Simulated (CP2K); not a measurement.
Two runs for the C K edge of mercaptoacetylene. Run A: CP2K XAS_TDP, all-electron GAPW, PBEh(45%), aug-cc-pVTZ, TDA, no relativity. Run B differs in one setting.

First lines with a strength over 0.0015. A:

```
                  atom  energy (eV)  states  strength, one atom
C1 (bonded to C and H)       280.97       1              0.0519
                             281.98       1              0.0455
                             283.97       1              0.0027
                             284.41       1              0.0066
                             284.95       1              0.0031
C2 (bonded to C and S)       281.89       1              0.0418
                             282.37       1              0.0556
                             284.00       1              0.0218
                             284.49       1              0.0031
                             286.32       1              0.0028
```

B:

```csv
atom,energy (eV),states,"strength, one atom"
C1 (bonded to C and H),284.89,1,0.0628
,286.00,1,0.0558
,288.68,1,0.0095
,289.43,1,0.0058
,290.17,1,0.0038
C2 (bonded to C and S),285.96,1,0.0524
,286.25,1,0.0658
,288.38,1,0.0272
,289.55,1,0.0019
,290.88,1,0.0017
```

**Question.** Which was it: GW2X switched on, the basis, the functional, scalar relativity switched on?

The functional (functional from PBEh(45%) to PBEh(60%); the lines alone don't name the new value). A functional moves all lines by electronvolts and changes their spacings and strengths. Against PBEh(45%) in aug-cc-pVTZ, the leading lines move by +3.92 eV (C1, to 284.89) and +4.07 eV (C2, to 285.96); the strength of C1's goes from 0.0519 to 0.0628. The next line of C1 over the strength cut lies 1.11 eV higher, against 1.01.

[Banner, clock and machine lines of the logs are left out without a mark of their own.]

[Logs are printed without paths, hosts, clocks, repeated set-up lines and the standing remarks that a program may print on its own settings, such as how far it seeks lower states.]

[Hosts, paths, dates, database ids (printed as entryN), source tags and the programs' standing remarks are cut or masked in the printed files.]
